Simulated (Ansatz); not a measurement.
## Current against voltage: bond stretched by 0.3 Å, between In atomic chains

Aim: the current at finite bias, with the potential solved under it.

Calculated with Ansatz 0.2.0; DFT PBE, plane waves, PAW; current against voltage, self-consistent under bias.

## 1. Set-up

The cell holds 30 atoms: 30 In. Cell: a = 6.000 Å, b = 6.000 Å, c = 96.950 Å, α = 90.0°, β = 90.0°, γ = 90.0°. Electrodes: In atomic chain; the apex atoms were set 3.150 Å apart. Regions: lower lead, 15 atoms (15 In); upper lead, 15 atoms (15 In). Vacuum lies along a, b and c.

## 2. The sweep under bias

Vacuum beyond both ends lets the two leads hold different Fermi levels, and the density is solved anew at each bias. Each lead has 15 atoms, since a wire screens slowly.

Contents of input.yaml:

```yaml
crystal:
  lattice:
    - [6.0, 0.0, 0.0]
    - [0.0, 6.0, 0.0]
    - [0.0, 0.0, 96.95]
  atoms:
    - { symbol: In, position: [0.5, 0.5, 0.0] }
    - { symbol: In, position: [0.5, 0.5, 0.029396596] }
    - { symbol: In, position: [0.5, 0.5, 0.058793192] }
    - { symbol: In, position: [0.5, 0.5, 0.088189789] }
    - { symbol: In, position: [0.5, 0.5, 0.117586385] }
    - { symbol: In, position: [0.5, 0.5, 0.146982981] }
    - { symbol: In, position: [0.5, 0.5, 0.176379577] }
    - { symbol: In, position: [0.5, 0.5, 0.205776173] }
    - { symbol: In, position: [0.5, 0.5, 0.235172769] }
    - { symbol: In, position: [0.5, 0.5, 0.264569366] }
    - { symbol: In, position: [0.5, 0.5, 0.293965962] }
    - { symbol: In, position: [0.5, 0.5, 0.323362558] }
    - { symbol: In, position: [0.5, 0.5, 0.352759154] }
    - { symbol: In, position: [0.5, 0.5, 0.38215575] }
    - { symbol: In, position: [0.5, 0.5, 0.411552347] }
    - { symbol: In, position: [0.5, 0.5, 0.444043321] }
    - { symbol: In, position: [0.5, 0.5, 0.473439917] }
    - { symbol: In, position: [0.5, 0.5, 0.502836514] }
    - { symbol: In, position: [0.5, 0.5, 0.53223311] }
    - { symbol: In, position: [0.5, 0.5, 0.561629706] }
    - { symbol: In, position: [0.5, 0.5, 0.591026302] }
    - { symbol: In, position: [0.5, 0.5, 0.620422898] }
    - { symbol: In, position: [0.5, 0.5, 0.649819495] }
    - { symbol: In, position: [0.5, 0.5, 0.679216091] }
    - { symbol: In, position: [0.5, 0.5, 0.708612687] }
    - { symbol: In, position: [0.5, 0.5, 0.738009283] }
    - { symbol: In, position: [0.5, 0.5, 0.767405879] }
    - { symbol: In, position: [0.5, 0.5, 0.796802476] }
    - { symbol: In, position: [0.5, 0.5, 0.826199072] }
    - { symbol: In, position: [0.5, 0.5, 0.855595668] }
kpoints:
  mp_grid: { grid: [1, 1, 1] }
scf:
  occupations: { method: fermi_dirac, width: 0.1 }
hamiltonian:
  xc: pbe
output:
  current_voltage:
    leads: [[8, 9], [20, 21]]
    bias: [0.3, 0.6, 1.0, 1.5]
    electrode_ends: [14, 15]
    kmesh: [1, 1]
  write_potential: true
  write_density: true
  volumetric_format: npy
basis:
  ecutwfc: "340 eV"
```

On the command line:

```console
$ ansatz run input.yaml --threads 4 --pin off --max-ram 16384MiB --backend cpu --events-out ev --progress --plain --runs-dir out
```

Numbers of over 12 decimals in the logs are rounded to 6 here.

What it wrote:

```text
Warning: basis.ecutwfc = 340 eV is below the records' recommended 420 eV, and the density's cutoff is lower with it unless basis.ecutrho_ratio is high enough to keep the records' density cutoff: compare with a run at a higher cutoff
Engine: ansatz 0.2.0, aarch64-unknown-linux-gnu
Pseudopotentials: kind: paw
Pseudopotential: In, paw, valence charge 13, recommended cutoff 420 eV (normal), In.paw.azcp
Functional definition: PBE
  parameter kappa = 0.804
  parameter beta = 0.066725
  exchange = pbe_x(kappa = kappa, mu = beta*pi^2/3)
  correlation = pbe_c(beta = beta)
Crystal: 30 atoms, lattice volume = 3490.200 Å³
Basis set: ecut = 340 eV, 49439 PW (Γ)
Bands: 234, of which v1, the nominal top of the filled ones, is band 195 counted from 1 (194 counted from 0)
Symmetry: 16 space group operations
Space group: P4/mmm (ITA 123), of the structure as read, at distance tolerance 1.5e-4 Å
k-points: 1
Non-local potential: In, projectors of the file, l = 0: 2, l = 1: 2, l = 2: 2, l = 3: 2
PAW form: soft (Blöchl's): semilocal exchange-correlation on the pseudo side does not see the compensation charge
PAW one-centre angular grid: In, 590 points (default); XC on 64 Gauss nodes
Initial density: superposition of atomic densities (neutral atoms: chi_scale 0, normalization atom), corrected by the library's trained network
Initial wavefunctions: pseudopotential atomic-orbital guess
Functional: x = pbe(κ = 0.804, μ = 0.219515), c = pbe(β = 0.066725)
SCF iter   1: F=—  HF=-167895.924121 eV  |F-HF|=—  |Δ(HF+E_count)|=         —  Δρ=1.85e-3  dr2=1.26e0  ethr=1.77e-3  ⟨swp⟩=5.0  Hψ=750  notcnv=0
preconditioner: auto → LDOS  [metal: Δε(μ)=0.085 eV  Ē_g=13.458 eV  σ=0.100 eV  W_gap=0.20  n_scr=402 (ndim 8)  ℏωp=12.4 eV  f_vac=0.524  D(μ)=67.51/eV (n_scr^D=384)  β→1.0]
SCF iter   2: F=—  HF=-167895.859024 eV  |F-HF|=—  |Δ(HF+E_count)|=   6.51e-2  Δρ=1.12e-3  dr2=3.50e-1  ethr=3.24e-4  ⟨swp⟩=2.0  Hψ=341  notcnv=0
SCF iter   3: F=—  HF=-167895.866694 eV  |F-HF|=—  |Δ(HF+E_count)|=   7.67e-3  Δρ=6.75e-4  dr2=1.00e-1  ethr=8.97e-5  ⟨swp⟩=2.0  Hψ=397  notcnv=0
SCF iter   4: F=—  HF=-167895.861621 eV  |F-HF|=—  |Δ(HF+E_count)|=   5.07e-3  Δρ=2.60e-4  dr2=4.20e-3  ethr=2.58e-5  ⟨swp⟩=3.0  Hψ=462  notcnv=0
SCF iter   5: F=—  HF=-167895.861202 eV  |F-HF|=—  |Δ(HF+E_count)|=   4.19e-4  Δρ=1.18e-4  dr2=3.19e-3  ethr=1.08e-6  ⟨swp⟩=2.0  Hψ=431  notcnv=0
SCF iter   6: F=—  HF=-167895.861082 eV  |F-HF|=—  |Δ(HF+E_count)|=   1.20e-4  Δρ=3.74e-5  dr2=3.61e-4  ethr=8.18e-7  ⟨swp⟩=1.0  Hψ=234  notcnv=0
SCF iter   7: F=—  HF=-167895.861022 eV  |F-HF|=—  |Δ(HF+E_count)|=   6.04e-5  Δρ=2.56e-5  dr2=9.70e-5  ethr=9.26e-8  ⟨swp⟩=2.0  Hψ=429  notcnv=0
SCF iter   8: F=—  HF=-167895.860918 eV  |F-HF|=—  |Δ(HF+E_count)|=   1.04e-4  Δρ=7.30e-6  dr2=1.21e-5  ethr=2.49e-8  ⟨swp⟩=2.0  Hψ=429  notcnv=0
SCF iter   9: F=—  HF=-167895.860917 eV  |F-HF|=—  |Δ(HF+E_count)|=   7.01e-7  Δρ=3.66e-6  dr2=1.92e-6  ethr=3.11e-9  ⟨swp⟩=2.0  Hψ=277  notcnv=0
SCF iter  10: F=—  HF=-167895.860917 eV  |F-HF|=—  |Δ(HF+E_count)|=   9.50e-8  Δρ=2.25e-6  dr2=6.88e-7  ethr=4.92e-10  ⟨swp⟩=2.0  Hψ=433  notcnv=0
SCF iter  11: F=-167895.860917 eV  HF=-167895.860917 eV  |F-HF|=4.97e-8  |Δ(HF+E_count)|=   8.85e-8  Δρ=7.27e-7  dr2=8.94e-8  ethr=2.56e-11  ⟨swp⟩=3.0  Hψ=612  notcnv=0
SCF 1 converged in 11 iterations: F = -167895.860917 eV  dr2 = 8.94e-8
  greatest PAW one-centre occupation: 0.983 electrons in one spin orbital (limit 2), on the In atom at site 29 (counted from 0), in its partial waves of l = 2
bias +0 V, iteration  1: dr2 1.15e0 eV, mean Fermi level 0.0654 eV
bias +0 V, iteration  2: dr2 4.25e-2 eV, mean Fermi level 0.0621 eV
bias +0 V, iteration  3: dr2 6.35e-3 eV, mean Fermi level 0.0610 eV
bias +0 V, iteration  4: dr2 2.43e-3 eV, mean Fermi level 0.0603 eV
bias +0 V, iteration  5: dr2 2.36e-4 eV, mean Fermi level 0.0606 eV
bias +0 V, iteration  6: dr2 5.02e-5 eV, mean Fermi level 0.0605 eV
bias +0 V, iteration  7: dr2 6.13e-6 eV, mean Fermi level 0.0605 eV
bias +0 V, iteration  8: dr2 1.54e-6 eV, mean Fermi level 0.0605 eV
bias +0 V, iteration  9: dr2 5.45e-7 eV, mean Fermi level 0.0605 eV
bias +0 V, iteration 10: dr2 1.05e-7 eV, mean Fermi level 0.0605 eV
bias +0 V, iteration 11: dr2 2.44e-8 eV, mean Fermi level 0.0605 eV
bias +0.3 V, iteration  1: dr2 1.18e2 eV, mean Fermi level 0.0807 eV
bias +0.3 V, iteration  2: dr2 8.52e0 eV, mean Fermi level 0.0717 eV
bias +0.3 V, iteration  3: dr2 9.91e-1 eV, mean Fermi level 0.0789 eV
bias +0.3 V, iteration  4: dr2 3.95e-1 eV, mean Fermi level 0.0742 eV
bias +0.3 V, iteration  5: dr2 2.03e-1 eV, mean Fermi level 0.0771 eV
bias +0.3 V, iteration  6: dr2 6.20e-3 eV, mean Fermi level 0.0756 eV
bias +0.3 V, iteration  7: dr2 6.36e-3 eV, mean Fermi level 0.0765 eV
bias +0.3 V, iteration  8: dr2 1.24e-3 eV, mean Fermi level 0.0758 eV
bias +0.3 V, iteration  9: dr2 2.60e-4 eV, mean Fermi level 0.0760 eV
bias +0.3 V, iteration 10: dr2 1.17e-4 eV, mean Fermi level 0.0760 eV
bias +0.3 V, iteration 11: dr2 4.59e-5 eV, mean Fermi level 0.0760 eV
bias +0.3 V, iteration 12: dr2 4.53e-5 eV, mean Fermi level 0.0760 eV
bias +0.3 V, iteration 13: dr2 9.48e-6 eV, mean Fermi level 0.0760 eV
bias +0.3 V, iteration 14: dr2 6.57e-6 eV, mean Fermi level 0.0760 eV
bias +0.3 V, iteration 15: dr2 8.22e-7 eV, mean Fermi level 0.0760 eV
bias +0.3 V, iteration 16: dr2 3.23e-7 eV, mean Fermi level 0.0760 eV
bias +0.3 V, iteration 17: dr2 2.79e-8 eV, mean Fermi level 0.0760 eV
bias +0.6 V, iteration  1: dr2 2.67e1 eV, mean Fermi level 0.1138 eV
bias +0.6 V, iteration  2: dr2 2.47e0 eV, mean Fermi level 0.1029 eV
bias +0.6 V, iteration  3: dr2 1.53e0 eV, mean Fermi level 0.1028 eV
bias +0.6 V, iteration  4: dr2 2.03e-1 eV, mean Fermi level 0.1017 eV
bias +0.6 V, iteration  5: dr2 7.87e-1 eV, mean Fermi level 0.1064 eV
bias +0.6 V, iteration  6: dr2 3.53e-2 eV, mean Fermi level 0.1013 eV
bias +0.6 V, iteration  7: dr2 1.02e-1 eV, mean Fermi level 0.1007 eV
bias +0.6 V, iteration  8: dr2 2.49e-1 eV, mean Fermi level 0.1051 eV
bias +0.6 V, iteration  9: dr2 7.34e-2 eV, mean Fermi level 0.1016 eV
bias +0.6 V, iteration 10: dr2 1.36e-2 eV, mean Fermi level 0.1037 eV
bias +0.6 V, iteration 11: dr2 2.62e-2 eV, mean Fermi level 0.1024 eV
bias +0.6 V, iteration 12: dr2 1.03e-2 eV, mean Fermi level 0.1031 eV
[...]
bias +1.5 V, iteration 54: dr2 3.82e-6 eV, mean Fermi level 0.1650 eV
bias +1.5 V, iteration 55: dr2 2.65e-6 eV, mean Fermi level 0.1650 eV
bias +1.5 V, iteration 56: dr2 1.66e-6 eV, mean Fermi level 0.1650 eV
bias +1.5 V, iteration 57: dr2 1.06e-6 eV, mean Fermi level 0.1650 eV
bias +1.5 V, iteration 58: dr2 4.70e-6 eV, mean Fermi level 0.1650 eV
bias +1.5 V, iteration 59: dr2 1.54e-6 eV, mean Fermi level 0.1650 eV
bias +1.5 V, iteration 60: dr2 1.82e-6 eV, mean Fermi level 0.1650 eV
bias +1.5 V, iteration 61: dr2 4.12e-7 eV, mean Fermi level 0.1650 eV
bias +1.5 V, iteration 62: dr2 1.91e-7 eV, mean Fermi level 0.1650 eV
bias +1.5 V, iteration 63: dr2 3.40e-7 eV, mean Fermi level 0.1650 eV
bias +1.5 V, iteration 64: dr2 1.05e-7 eV, mean Fermi level 0.1650 eV
bias +1.5 V, iteration 65: dr2 9.98e-9 eV, mean Fermi level 0.1650 eV
transmission: 8 of 50 steps passed
transmission: 16 of 50 steps passed
[...]
transmission: 50 of 50 steps passed
WARN: The output density's exchange-correlation potential varies sharply where the density is thin. Do not read a vacuum level from v_tot or v_xc, or from such a field of the output density. On a cell that repeats whose density bears no net charge and no dipole along the vacuum's axis use v_es (v_loc + v_h of the components); under efield.dipole_correction with no amplitude use v_es + v_field, which holds any externa [...]
SCF converged after 11 iterations
Free energy (F): -167895.860917 eV
Harris-Foulkes:  -167895.860917 eV  (|F-HF|=4.97e-8)
Internal energy: -167893.726315 eV  (E = F + TS)
E sigma→0 (E₀):  -167894.793616 eV
Entropy (-TS):   -2.134602 eV (-71.153 meV/atom)
Fermi energy:    0.080278 eV
--- Per-component energies (eV) ---
  E_band       = -4817.459086
  E_kinetic    = 7214.884642
  E_local      = -144100.572397  (includes V_loc(G=0)·N_el)
  E_nonlocal   = 10963.340062
  E_hartree    = 66485.590315
  E_xc         = -6447.011684
  E_vxc        = -2947.951218  (∫ρ·V_xc dr)
  E_paw        = -124530.464247  (= ΣΔE_a)
  E_vpaw       = -8918.321139  (= ΣTr[D̂ρ^β])
  E_aug_tail   = 0.002260  (compensation charges beyond the density's cutoff)
  E_ewald      = 22520.504735
  E_smearing   = -2.134602  (= −TS)
  E_closure    = -0.000000  (closes the sum)
  Σ components = -167895.860917   (vs F -167895.860917, Δ=0.00e0)
--- Band table (eV) ---
  k-point 0: bands = [... 191 lower, -0.0297, -0.0297, 0.0268, 0.0268, 0.0745, 0.0745, 0.1520, 0.1520, ... 35 higher]
--- Current–voltage curve ---
  leads      : [8, 9] from 96.95 to 136.85 and [20, 21] from 140.00 to 179.90 Å, reservoirs outside 122.34 and 154.51
  electrodes : end at 136.85 and 140.00 Å
  density    : 392 bands, filled at a thermal energy of 2.585e-2 eV; current at 300 K
  bias (V)   current (A)   every other point   every other energy   edges, levels   drop (V)   electrons moved   misfit (meV)   iterations
        +0      0.0000e0                   -             0.0000e0        0.0000e0     +0.000            0.00e0           10.8   11
      +0.3     6.5664e-5                   -            6.5663e-5        0.0000e0     +0.046           3.57e-3            9.9   17
      +0.6     1.1003e-4                   -            1.1013e-4        0.0000e0     +0.197           1.21e-2           23.7   33
        +1     1.5643e-4                   -            1.5636e-4      3.1753e-12     +0.582           3.71e-2           60.7   36
      +1.5     2.1060e-4                   -            2.1064e-4      5.8357e-12     +0.982           6.13e-2           52.5   65
  At 0 V the conductance is 2.2550e-4 S, 6.2640e14 S/m².
```

Elapsed: 25 min, on 4 threads of Arm Neoverse V1, shared host; peak memory 4.9 GiB; 1.6 h of CPU time.

The column dr2 measures how far the density is from self-consistency, as an energy; F and HF (Harris–Foulkes) agree once it is small.

Numbers from this step:

```
conductance at zero bias    : 2.910 G₀
current at the highest bias : 210.6 μA
largest misfit of the leads : 60.73 meV
```

Cell area 36.000 Å^2. Table of current through one cell by bias:

```tsv
bias (V)	current through one cell (μA)
0.000	0
0.300	65.7
0.600	110
1.000	156
1.500	211
```

Bias 0 V. Transmission and channels at 0 V against energy, zero at the mean Fermi level:

```tsv
energy (eV)	transmission	channels, lower lead	channels, upper lead
-0.259	0.971	1	1
-0.233	0.971	1	1
-0.207	0.971	1	1
-0.181	1.03	3	3
-0.155	1.92	3	3
-0.129	2.58	3	3
-0.103	2.84	3	3
-0.078	2.91	3	3
-0.052	2.93	3	3
-0.026	2.94	3	3
0.000	2.93	3	3
0.026	2.92	3	3
0.052	2.90	3	3
0.078	2.88	3	3
0.103	2.86	3	3
0.129	2.84	3	3
0.155	2.83	3	3
0.181	2.81	3	3
0.207	2.80	3	3
0.233	2.79	3	3
0.259	2.78	3	3
```

Bias 0.6 V. The transmission and channels at 0.6 V by energy, zero at the mean Fermi level:

```tsv
energy (eV)	transmission	channels, lower lead	channels, upper lead
-0.569	0.972	1	1
-0.517	0.972	1	1
-0.491	0.972	1	1
-0.439	0.972	1	1
-0.414	0.971	1	1
-0.362	0.971	1	1
-0.336	0.971	1	1
-0.284	0.971	1	3
-0.259	0.971	1	3
-0.207	0.971	1	3
-0.181	0.971	1	3
-0.129	2.95	3	3
-0.103	2.86	3	3
-0.052	2.79	3	3
-0.026	2.79	3	3
0.000	2.79	3	3
0.026	2.80	3	3
0.052	2.81	3	3
0.103	2.83	3	3
0.129	2.84	3	3
0.181	2.85	3	3
0.207	2.86	3	3
0.259	2.86	3	3
0.284	2.85	3	3
0.336	2.84	3	3
0.362	2.84	3	3
0.414	2.83	3	3
0.439	2.82	3	3
0.491	2.81	3	3
0.517	2.80	3	3
0.569	2.80	3	3
```

Bias 1.5 V. Transmission and channels at 1.5 V against energy, zero at the mean Fermi level:

```tsv
energy (eV)	transmission	channels, lower lead	channels, upper lead
-1.034	0.977	1	1
-0.982	0.978	1	1
-0.931	0.978	1	1
-0.879	0.978	1	1
-0.801	0.977	1	3
-0.750	0.977	1	3
-0.698	0.977	1	3
-0.646	0.976	1	3
-0.595	0.976	1	3
-0.543	0.975	1	3
-0.465	0.975	1	3
-0.414	0.974	1	3
-0.362	0.974	1	3
-0.310	0.974	1	3
-0.259	0.973	1	3
-0.207	0.973	1	3
-0.129	0.973	1	3
-0.078	0.972	1	3
-0.026	0.972	1	3
0.000	0.972	1	3
0.026	0.972	1	3
0.078	2.79	3	3
0.129	2.80	3	3
0.207	2.73	3	3
0.259	2.74	3	3
0.310	2.76	3	3
0.362	2.79	3	3
0.414	2.82	3	3
0.465	2.85	3	3
0.543	2.88	3	3
0.595	2.89	3	3
0.646	2.90	3	3
0.698	2.90	3	3
0.750	2.89	3	3
0.801	2.89	3	3
0.879	2.87	3	3
0.931	2.86	3	3
0.982	2.85	3	3
1.034	2.84	3	3
```

The Hartree potential energy less that at 0 V, planar mean (0.3 V) oscillates, so the rows of the table below give means over windows of 13.3 Å about each position, cut where the curve ends. Its maxima inside the range that stand out by 2 % of the span (Å: eV): 99.1: 0.167, 120.4: 0.0178, 133.7: 0.0240, 159.9: -0.00429. Its minima: 118.2: 0.0101, 127.2: -0.0138, 140.2: -0.0658, 177.4: -0.135.

Table of Hartree potential energy less that at 0 V, planar mean by z; means over each step:

```tsv
z (Å)	0.3 V (eV)	0.6 V (eV)	1 V (eV)	1.5 V (eV)
96.63	0.131	0.272	0.464	0.690
109.90	0.122	0.279	0.494	0.756
123.17	0.00405	0.0633	0.209	0.397
136.44	-0.0195	-0.0713	-0.103	-0.106
149.71	-0.0403	-0.145	-0.336	-0.576
162.98	-0.0599	-0.135	-0.303	-0.519
176.25	-0.127	-0.244	-0.398	-0.605
```

The electron density less that at 0 V, planar mean (0.3 V) oscillates, so the rows of the table below give means over windows of 5 Å about each position, cut where the curve ends. Its first 14 maxima inside the range that stand out by 2 % of the span (Å: e/Å³): 95.5: 3.8e-5, 96.8: 3.8e-5, 99.7: 1.7e-5, 102.6: 2.6e-5, 104.2: -4.3e-6, 105.5: 5.0e-5, 108.4: 7.3e-5, 111.4: 7.6e-5, 114.3: 5.5e-5, 120.4: 3.6e-5, 122.7: 4.6e-5, 125.0: 1.6e-5, 127.5: 6.7e-6, 130.5: 1.6e-5. Its first 14 minima: 96.5: 3.1e-5, 99.1: 2.1e-6, 100.7: -1.3e-5, 103.6: -1.2e-5, 104.6: -1.2e-5, 107.5: -2.2e-5, 110.1: -1.8e-5, 112.3: -1.8e-5, 116.9: -6.5e-5, 121.4: -1.4e-5, 124.0: -3.7e-5, 126.6: -5.3e-5, 129.2: -5.0e-5, 131.7: -1.5e-5.

The electron density less that at 0 V, planar mean by z; means over each step:

```tsv
z (Å)	0.3 V (e/Å³)	0.6 V (e/Å³)	1 V (e/Å³)	1.5 V (e/Å³)
90	7.3e-7	1.4e-6	1.8e-6	3.2e-6
95	2.3e-5	4.7e-5	7.8e-5	1.2e-4
100	4.9e-6	9.0e-6	1.3e-5	1.8e-5
105	2.4e-6	1.6e-6	-9.7e-8	-2.9e-6
110	1.7e-5	2.9e-5	4.1e-5	5.6e-5
115	-1.3e-5	-8.8e-6	-8.2e-6	2.7e-7
120	-2.4e-6	-2.6e-5	-4.0e-5	-5.2e-5
125	-4.5e-6	2.4e-5	2.4e-5	-2.8e-6
130	-7.5e-6	-5.0e-5	-6.0e-5	-4.1e-5
135	3.2e-5	1.0e-4	2.4e-4	3.5e-4
140	-3.0e-5	-8.4e-5	-2.5e-4	-3.7e-4
145	6.3e-6	8.7e-6	4.3e-5	5.7e-5
150	-1.6e-6	-6.2e-6	2.3e-5	2.7e-5
155	-9.5e-6	-8.4e-6	-5.6e-5	-7.9e-5
160	3.3e-5	5.3e-5	6.5e-5	7.7e-5
165	-1.1e-5	-1.5e-5	-4.6e-6	-2.6e-6
170	-1.0e-5	-1.6e-5	-1.5e-5	-1.1e-5
175	-2.1e-6	-7.2e-6	-7.2e-6	-6.9e-6
180	-2.5e-5	-4.9e-5	-8.6e-5	-1.3e-4
185	-2.4e-6	-6.0e-6	-8.5e-6	-1.3e-5
```

By hand: at 1.5 V the window reaches from -0.75 to 0.75 eV, and the mean transmission a spin over it is 1.82. With sharp Fermi edges I = G0 × V × T̄ = 77.48 μS × 1.5 V × 1.82 = 212 μA, against 211 μA from the program at 300 K.

The zero-bias conductance is 2.91 G₀; current over voltage goes 2.82 at +0.3 V, 2.37 at +0.6 V, 2.02 at +1 V and 1.81 at +1.5 V in the same unit. The leads' misfit reaches 61 meV.

## 3. What came out

| Property | Result |
| --- | --- |
| conductance at zero bias | 2.91 G₀ |
| current at +0.3 V | 65.7 μA |
| current at +0.6 V | 110 μA |
| current at +1 V | 156 μA |
| current at +1.5 V | 211 μA |

**Reading.** The junction conducts 2.91 G₀ at zero bias and carries 211 μA at 1.50 V. At 1.50 V the current is 0.62 times what the zero-bias conductance would give; over all biases of the sweep that ratio lies between 0.62 and 0.97. Of the 1.50 V, 0.98 V drops at the junction and the rest at the reservoirs. The leads' misfit reaches 61 meV, above the few hundredths of an eV that the manual allows, so the currents are rough. A wire screens slowly, so the current depends on the leads' length and the box width; neither was converged here. Transport is coherent and elastic here: the atoms are frozen, so scattering by vibrations plays no part. A cutoff under the files' recommended one was taken to save time; its effect on T(E) was not tested here.

[Logs are printed without paths, hosts, clocks, repeated set-up lines and the standing remarks that a program may print on its own settings, such as how far it seeks lower states.]

[Hosts, paths, dates, database ids (printed as entryN), source tags and the programs' standing remarks are cut or masked in the printed files.]
